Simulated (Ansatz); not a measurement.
# CaCu3, from a guessed structure to a relaxed one, part 2 of 2

Starting from a made-up structure for CaCu3, the aim is the relaxed cell, its shortest contacts and, where a second run follows, its electronic structure.

Ansatz 0.2.0; DFT, PBEsol, plane-wave PAW, files of the set soft_1, scalar-relativistic, ferromagnetic start, cell and ions relaxed at zero pressure; PAW set soft_1 (the session's first sound run).

So far: Set-up; Relaxation of the guess. The relaxed cell has a = 3.975 Å (conventional setting).

### 3. Bands of the relaxed cell

A second self-consistent run takes a narrower smearing and the mesh shown in its input; the bands follow along the standard path of the relaxed lattice.

This step: DFT, PBEsol, plane-wave PAW, files of the set soft_1, scalar-relativistic, no spin, bands and density of states at the relaxed cell; PAW set soft_1 (Ansatz 0.2.0).

input.yaml reads:

```yaml
crystal:
  lattice:
    - [3.9753235849, 0.0, 0.0]
    - [0.0, 3.9753235849, 0.0]
    - [0.0, 0.0, 3.9753235849]
  atoms:
    - { symbol: Cu, position: [0.5, 0.5, 0.0] }
    - { symbol: Cu, position: [0.5, 0.0, 0.5] }
    - { symbol: Cu, position: [0.0, 0.5, 0.5] }
    - { symbol: Ca, position: [0.0, 0.0, 0.0] }
kpoints:
  mp_grid: { grid: [8, 8, 8] }
  band_path:
    path:
      - [[0.0, 0.0, 0.0], [0.0, 0.5, 0.0], [0.5, 0.5, 0.0], [0.0, 0.0, 0.0], [0.5, 0.5, 0.5], [0.0, 0.5, 0.0]]
      - [[0.5, 0.5, 0.0], [0.5, 0.5, 0.5]]
    npoints: 13
scf:
  occupations: { method: fermi_dirac, width: 0.03 }
  n_extra_bands: 8
hamiltonian:
  xc: pbesol
  pseudopotentials: { kind: paw, azcp: { folder: soft_1 }, xc_functional: pbe }
output:
  forces: true
  stress: true
  write_bands: true
  dos: { projected: true }
  write_density: true
  write_potential: true
  elf: true
  volumetric_format: npy
```

Started as:

```
> ansatz run input.yaml --threads 4 --pin off --max-ram 8192MiB --backend cpu --events-out ev --progress --plain --runs-dir out
```

Numbers of over 12 decimals in the logs are rounded to 6 here.

What it wrote:

```text
[...]
Crystal: 4 atoms, lattice volume = 62.823 Å³
Basis set: ecut = 420 eV, 1237 PW (Γ), exchange–correlation on 54×54×54 points (8 copies of the dense FFT grid, shifted against one another)
Bands: 42, of which v1, the nominal top of the filled ones, is band 34 counted from 1 (33 counted from 0)
Symmetry: 48 space group operations
[...]
k-points: 35 of 512
[...]
SCF iter   1: F=—  HF=-21574.235427 eV  |F-HF|=—  |Δ(HF+E_count)|=         —  Δρ=6.02e-1  dr2=1.91e2  ethr=3.10e-3  ⟨swp⟩=9.0  Hψ=7101  notcnv=0
[...]
SCF iter  11: F=-21559.207445 eV  HF=-21559.207445 eV  |F-HF|=1.50e-9  |Δ(HF+E_count)|=   2.71e-9  Δρ=3.40e-6  dr2=6.50e-9  ethr=1.49e-10  ⟨swp⟩=12.2  Hψ=8724  notcnv=0
SCF 1 converged in 11 iterations: F = -21559.207445 eV  dr2 = 6.50e-9
[...]
NSCF: frozen V_eff on 80 k-points
SCF converged after 11 iterations
Free energy (F): -21559.207445 eV
[...]
Internal energy: -21559.201046 eV  (E = F + TS)
E sigma→0 (E₀):  -21559.204245 eV
Entropy (-TS):   -0.006399 eV (-1.600 meV/atom)
Fermi energy:    12.541953 eV
[...]
--- Stress (GPa, compression-positive) ---
       -0.016653       0.000000       0.000000
        0.000000      -0.016653       0.000000
        0.000000       0.000000      -0.016653
  P = ⅓ Tr σ = -0.0167 GPa (-0.167 kbar)
--- Band table (eV; the first three rows and the last of 35) ---
  k-point 0: bands = [... 30 lower, 10.5540, 10.5540, 14.2845, 14.2845, 14.3582, 14.3582, 14.3582, 17.6708, ... 4 higher]
  k-point 1: bands = [... 30 lower, 10.4454, 10.5541, 12.8548, 14.2997, 14.3861, 14.3861, 15.4592, 17.6564, ... 4 higher]
  k-point 2: bands = [... 30 lower, 10.2541, 10.5543, 11.3508, 14.3436, 14.3825, 14.3825, 16.3102, 17.6453, ... 4 higher]
  k-point 34: bands = [... 30 lower, 10.4156, 11.5489, 12.7699, 12.7699, 12.7699, 12.8083, 12.8083, 12.8083, ... 4 higher]
```

Run time: 2.9 s. Hardware: 4 threads of Arm Neoverse V2, shared host; peak memory 0.42 GiB; 10 s of CPU time.

This step gave:

* free energy: -21559.2074 eV
* energy at zero smearing: -21559.2042 eV
* smearing term TS: 0.006399 eV
* Fermi energy: 12.54 eV
* pressure: -0.01665 GPa

bands.tsv at the labelled points (eV, zero at the Fermi level; the bands that come nearest the Fermi level along the path):

```
point  band 30  band 31  band 32  band 33  band 34  band 35  band 36  band 37
    Γ    -1.99    -1.99    -1.99     1.74     1.74     1.82     1.82     1.82
    X    -2.61    -2.54    -2.28    -1.99     1.70     1.70     1.89     4.96
    M    -2.64    -2.61    -2.46    -1.35    -0.77    -0.77     2.75     2.75
    Γ    -1.99    -1.99    -1.99     1.74     1.74     1.82     1.82     1.82
    R    -2.13    -2.13    -0.99     0.23     0.23     0.23     0.27     0.27
    X    -2.61    -2.54    -2.28    -1.99     1.70     1.70     1.89     4.96
    M    -2.64    -2.61    -2.46    -1.35    -0.77    -0.77     2.75     2.75
    R    -2.13    -2.13    -0.99     0.23     0.23     0.23     0.27     0.27
```

Valence density in the ac plane at fractional y = 0.000, with atoms of Cu and Ca within 0.2 Å of it. It is the smooth field of the valence electrons, not physical close to the nuclei.

Ten steps, logarithmic in the rise over the least value, from '_' (0 e/Å³) to '@' (64 e/Å³), each cell a mean:
```
====--..______________..--==
==--::________________..::--
::..____________________....
____________......__________
__________::--==--..________
________..==##%%**--..______
________::++%%@@%%==..______
________..==##%%##--..______
________..::==++==::________
__________....::..__________
....______________________..
--::..__________________::--
====::..______________..--==
++==--..______________::====
```
Columns run along a (4.0 Å), rows up along c (4.0 Å). Atoms in or near the plane, at fractional coordinates: Cu at (0.50, 0.50), Ca at (0.00, 0.00).

ELF in the ac plane at fractional y = 0.000, with atoms of Cu and Ca within 0.2 Å of it. It is the smooth field of the valence electrons, not physical close to the nuclei.

Ten even steps from '0' (0.09) to '9' (0.84), each cell a mean:
```
99940022100699
99720122200389
76200111110036
10001111111000
00011101111100
11211124211121
22211159411122
12211135201122
00111111111110
00001111111000
54100111110024
99610122200279
99940022100699
99950012101799
```
Columns run along a (4.0 Å), rows up along c (4.0 Å). Atoms in or near the plane, at fractional coordinates: Cu at (0.50, 0.50), Ca at (0.00, 0.00).

Electrostatic potential energy in the ac plane at fractional y = 0.000, with atoms of Cu and Ca within 0.2 Å of it. With pseudopotentials it is smooth inside the atoms' cores, unlike the true potential.

Ten even steps from '_' (-60 eV) to '@' (15 eV), each cell a mean:
```
__..++##@@@@@@@@@@@@%%##--..
--==**%%@@@@@@@@@@@@@@%%++--
**##%%@@@@@@@@@@@@@@@@@@%%##
%%@@@@@@@@@@%%%%%%@@@@@@@@%%
@@@@@@@@%%**====++##@@@@@@@@
@@@@@@@@##==..__::++%%@@@@@@
@@@@@@@@##::______==%%@@@@@@
@@@@@@@@##--..__..==%%@@@@@@
@@@@@@@@%%++--::==**@@@@@@@@
@@@@@@@@@@%%######%%@@@@@@@@
##%%%%@@@@@@@@@@@@@@@@@@%%##
==++##%%@@@@@@@@@@@@@@%%**++
__::++%%@@@@@@@@@@@@@@##==..
____==##@@@@@@@@@@@@%%**--__
```
Columns run along a (4.0 Å; values clipped at the 3rd and 97th percentile), rows up along c (4.0 Å). Atoms in or near the plane, at fractional coordinates: Cu at (0.50, 0.50), Ca at (0.00, 0.00).

### 4. Results

```json
{
 "space group, relaxed": "Pm-3m",
 "conventional cell": "a = 3.975, b = 3.975, c = 3.975 Å; α = 90.0°, β = 90.0°, γ = 90.0°",
 "volume per atom": "15.71 Å³ (guess 16.95)",
 "total moment": "0.00 μB in the cell of 4 atoms"
}
```

CaCu3 relaxes to Pm-3m with a = 3.975, b = 3.975 and c = 3.975 Å. The guessed volume was 8 % too large. The space group Pm-3m was held in the relaxation, so the end point is a stationary structure within it and may be a saddle against distortions or other arrangements. The moments died out from this one start and weren't seeded again at the relaxed cell. Bands cross the Fermi level, so it is a metal or semimetal at this level. The electron count is odd, which forces that without spin polarisation or a larger cell. On the 8×8×8 mesh with the narrower smearing (relaxed on 7×7×7) the forces vanish, as symmetry may demand, and the largest stress component is 0.017 GPa, within the relaxation's thresholds of 0.015 eV/Å and 0.05 GPa. The cutoff wasn't tested. No dispersion term is used, so weakly bound directions may come out too long. Nothing here tests whether the compound is stable against decomposition.

[Logs are printed without paths, hosts, clocks, repeated set-up lines and the standing remarks that a program may print on its own settings, such as how far it seeks lower states.]

[Hosts, paths, dates, database ids (printed as entryN), source tags and the programs' standing remarks are cut or masked in the printed files.]
